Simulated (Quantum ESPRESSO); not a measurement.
# Dipole at the next field: 2H-TiI2, 1 layer

How the rows were computed: Quantum ESPRESSO 7.5, vdW-DF-cx, GBRV ultrasoft, PBE files; sawtooth field along the normal with dipole correction, ions clamped, threshold 1e-9 Ry; cell area 12.245 Å².

```tsv
field (V/Å)	dipole (e Å a cell)
0	0.00000
0.1	0.04054
0.2	0.08107
```

One more run was made and is withheld. What is the dipole at 0.3 V/Å, and what electrostatic thickness 4πα/A follows from the rows?

**Fit.** The slope is (0.08107 − (0.00000))/0.2 = 0.4053 e Å²/V, so 4πα/A = 180.95 × 0.4053/12.245 = 5.99 Å. Linear response gives p = 0.00000 + 0.4053 × (0.3) = 0.12160 e Å; a parabola through the three rows gives 0.12159.

What the calculation gave: p = 0.12229 e Å. The line misses by 0.6 % of the induced dipole and the parabola by 0.6 %. The response is linear over this range.

Caveats: Electrons alone respond; local and semilocal functionals tend to overscreen.

[Logs are printed without paths, hosts, clocks, repeated set-up lines and the standing remarks that a program may print on its own settings, such as how far it seeks lower states.]
